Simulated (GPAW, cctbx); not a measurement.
# How far are the atoms of Cd3HgTe4 from free atoms?

Question: by how much does bonding change the structure factors of Cd3HgTe4?

The cell is our own: ordered zincblende alloy in the eight-atom cube, 1 of 4 Cd sites given to Hg. All numbers below are calculated.

## Step 1: Relax the structure

The density hangs on the geometry, so cell and atoms are relaxed first, with the symmetry held. The cutoff is set higher than for the density because stress converges slowly with plane waves.

Settings: GPAW 26.7.0, PBE, 650 eV, 3×3×3 k-points, Fermi–Dirac width 0.02 eV, BFGS to 0.02 eV/Å.

```text
cell
1.0
     6.637500000    0.000000000    0.000000000
     0.000000000    6.637500000    0.000000000
     0.000000000    0.000000000    6.637500000
Hg Te Cd
1 4 3
Direct
0.000000000 0.000000000 0.000000000
0.250000000 0.250000000 0.250000000
0.250000000 0.750000000 0.750000000
0.750000000 0.250000000 0.750000000
0.750000000 0.750000000 0.250000000
0.000000000 0.500000000 0.500000000
0.500000000 0.000000000 0.500000000
0.500000000 0.500000000 0.000000000
```

```console
$ OMP_NUM_THREADS=1 mpirun -n 4 gpaw python run.py > gpaw.log
```

```text
BFGS:    0      -19.693180        0.098454
BFGS:    1      -19.694059        0.090548
BFGS:    2      -19.699587        0.040671
BFGS:    3      -19.699754        0.036057
BFGS:    4      -19.699941        0.035587
BFGS:    5      -19.700223        0.027701
BFGS:    6      -19.700516        0.010892
cell  6.6141 6.6141 6.6141  90.00 90.00 90.00
volume 289.337 A^3, largest force 0.006 eV/A, largest stress 0.05 GPa
```

After 6 steps the volume has changed by -1.1 % and the energy by -0.007 eV; the largest stress left is 0.05 GPa. It took 1.7 min on 4 cores of Intel(R) Xeon(R) Platinum 8259CL CPU @ 2.50GHz (Skylake/Cascade Lake) (shared host), peak memory 1.6 GiB.

Relaxed structure: P-43m (no. 215), a = 6.6141 Å, b = 6.6141 Å, c = 6.6141 Å, α = 90.00°, β = 90.00°, γ = 90.00°.

| atom | mult. | x | y | z |
| --- | --- | --- | --- | --- |
| Hg1 | 1 | 0 | 0 | 0 |
| Te1 | 4 | 0.2512 | 0.2512 | 0.2512 |
| Cd1 | 3 | 0 | 1/2 | 1/2 |

## Step 2: The all-electron density

X-rays see the whole electron density, so the PAW density is rebuilt with its core regions. Subtracting spherical free atoms from the same code cancels the cores and leaves the deformation density Δρ, the part due to bonding.

Settings: PBE, 600 eV, 4×4×4 k-points, Fermi–Dirac width 0.02 eV; primitive cell of 8 atoms.

```console
$ OMP_NUM_THREADS=1 mpirun -n 4 gpaw python run.py > gpaw.log
```

```text
|iter:   1|       0s |  -20.468268 | -0.21 |       |
|iter:   2|       3s |  -20.312146 | -1.83 | -1.29 |
|iter:   3|       5s |  -19.737456 | -1.45 | -1.34 |
...
|iter:  10|      22s |  -19.731718c| -6.92 | -4.80c|
|iter:  11|      24s |  -19.731718c| -7.19 | -5.33c|
|iter:  12|      26s |  -19.731718c| -7.75c| -5.98c|
```

```text
grid (80, 80, 80)  electrons 432.000  moved by bonding 1.574 e
deformation density beyond 0.5 A of the nuclei: max 0.110, min -0.065 e/A^3
atom        x       y       z   Voronoi charge  moment
Hg1    0.0000  0.0000  0.0000      0.188       0.00
Te2    0.2512  0.2512  0.2512     -0.218       0.00
Te3    0.2512  0.7488  0.7488     -0.218       0.00
Te4    0.7488  0.2512  0.7488     -0.218       0.00
Te5    0.7488  0.7488  0.2512     -0.218       0.00
Cd6    0.0000  0.5000  0.5000      0.228       0.00
Cd7    0.5000  0.0000  0.5000      0.228       0.00
Cd8    0.5000  0.5000  0.0000      0.228       0.00
mean inner potential of superposed free atoms 13.484 V
total magnetic moment 0.000 muB
```

Deformation density in a plane through the shortest contact of the Te atom at the origin, in 0.01 e/Å³ (clipped at ±99); x from -1.6 to 4.5 Å, y from 2.4 down to -2.4 Å:

```text
 -3   .   .  -1  -4  -2  -1   0   0   0   0   0   0   0   0   0
 -6  -4  -4  -6  -1   0   0   0   0   0  -1   0   0   0   0   0
 -2  -2   0   3   3   2   1   0   0  -1  -1  -1  -1   0   0   0
  0   2   5   7   5   2   1   1   0  -1  -2  -2  -2  -1   0   0
  0   2   4   4   1   0   1   3   1  -2  -5  -4  -6  -3  -1  -1
  0   0   0  -2   .  -2   2   6   3  -5   1   .   1  -5  -2  -1
 -1  -1  -1   .   .   .   2   7   3  -6   .   .   .  -4  -2  -1
  0   0  -1  -2   .  -2   2   6   3  -6   1   .   3  -5  -2  -1
  0   0   0   0  -1  -1   1   2   1  -2  -6  -6  -6  -1   0   0
  0   0   1   0  -1  -1   0   0   0  -1  -1   1   4   5   3   1
  0   0   0   0   0   0   0   0   0   0   1   4   7   6   3   1
  0   0   0   0   0   0   0   0   0   0   1   2   3   0  -1   0
  0   0   0   0   0   0   0   0   0   0   0  -1  -2   .   .  -1
```

Atoms in or within 0.15 Å of the plane: Te (0.0, 0.0), Cd (2.9, 0.0) Å. Dots mark points within about 0.45 Å of a nucleus; large values next to them are atomic features.

Te gains most (-0.22 e) and Cd loses most (+0.23 e), as electronegativity suggests. Such charges fall far short of formal ones, since overlapping free atoms already put density on their neighbours. Along the shortest contact from the Te atom at the map's origin, Te–Cd at 2.86 Å, Δρ is +0.06 e/Å³ at the midpoint; the highest value on the line, +0.10, lies at the edge of the range, 0.5 Å from Cd, and is an atomic rather than a bond feature: a modest build-up. At the midpoints of other shortest contacts it is +0.05 (Hg–Te, 2.88 Å) e/Å³. Point values carry grid noise of about 0.01 e/Å³. The run needed 12 iterations, 41 s.

## Step 3: From the density to structure factors

The Fourier components of Δρ, added to those of the free atoms, give the static X-ray structure factors; the Mott–Bethe relation turns them into the Fourier components V of the potential that fast electrons feel.

```text
static structure factors of the conventional cell: F in electrons, V (Mott-Bethe) in volts
   h  k  l      d  |F| table  |F| free   |F| DFT   change   |V| free  |V| DFT  change %
   0  1  0  6.6141    30.107    30.052    30.044   -0.008     0.272    0.278      2.2
   0  1  1  4.6769    31.155    31.090    31.077   -0.013     0.319    0.324      1.4
   1  1  1  3.8187   274.234   274.339   274.436    0.097     7.269    7.235     -0.5
   0  2  0  3.3071    18.598    18.471    17.883   -0.588     0.424    0.322    -24.0
   0  2  1  2.9579    31.141    31.150    31.152    0.002     0.333    0.333     -0.1
   1  2  1  2.7002    29.563    29.587    29.590    0.003     0.297    0.296     -0.3
   0  2  2  2.3384   344.344   344.275   343.939   -0.336     7.595    7.624      0.4
   1  2  2  2.2047    27.317    27.345    27.341   -0.004     0.239    0.239      0.2
   0  3  0  2.2047    32.104    32.135    32.132   -0.003     0.349    0.349      0.1
   0  3  1  2.0916    28.217    28.238    28.262    0.023     0.258    0.257     -0.6
   1  3  1  1.9942   231.160   231.043   230.691   -0.352     4.706    4.728      0.5
   2  2  2  1.9093    16.899    16.608    16.874    0.266     0.031    0.059     90.9
   0  3  2  1.8344    24.162    24.152    24.155    0.002     0.170    0.170     -0.1
   1  3  2  1.7677    27.423    27.404    27.393   -0.011     0.238    0.238      0.3
```

The largest X-ray change is -0.59 e on 020, 3.2 % of |F|. For electrons V goes as (Z − F)/g², so a change of F counts against Z − F, which is small at low angle and wherever the atoms' terms cancel: |V| of 020 moves by -24.0 % (0.42 to 0.32 V) against -3.2 % in |F|. The last three rows still change by up to 0.27 e; the table stops while the angles are still low. The tabulated Hartree–Fock atoms differ from the free DFT atoms by up to 0.29 e, so the choice of reference atom matters too.

## Step 4: Answer

Bonding moves 1.57 e in the primitive cell of Cd3HgTe4 and changes the structure factors of the conventional cell in the table above by at most 0.59 e (020, 3.2 %). The shortest bond, Te–Cd, has Δρ = +0.06 e/Å³ at its midpoint. Limits: static density, frozen cores, no spin–orbit coupling.

[Outputs are excerpts: Python notices, other lines and further rows are left out; steps that failed or that the build refused (PBEsol, TPSS) are not shown.]

[Logs are printed without paths, hosts, clocks, repeated set-up lines and the standing remarks that a program may print on its own settings, such as how far it seeks lower states.]
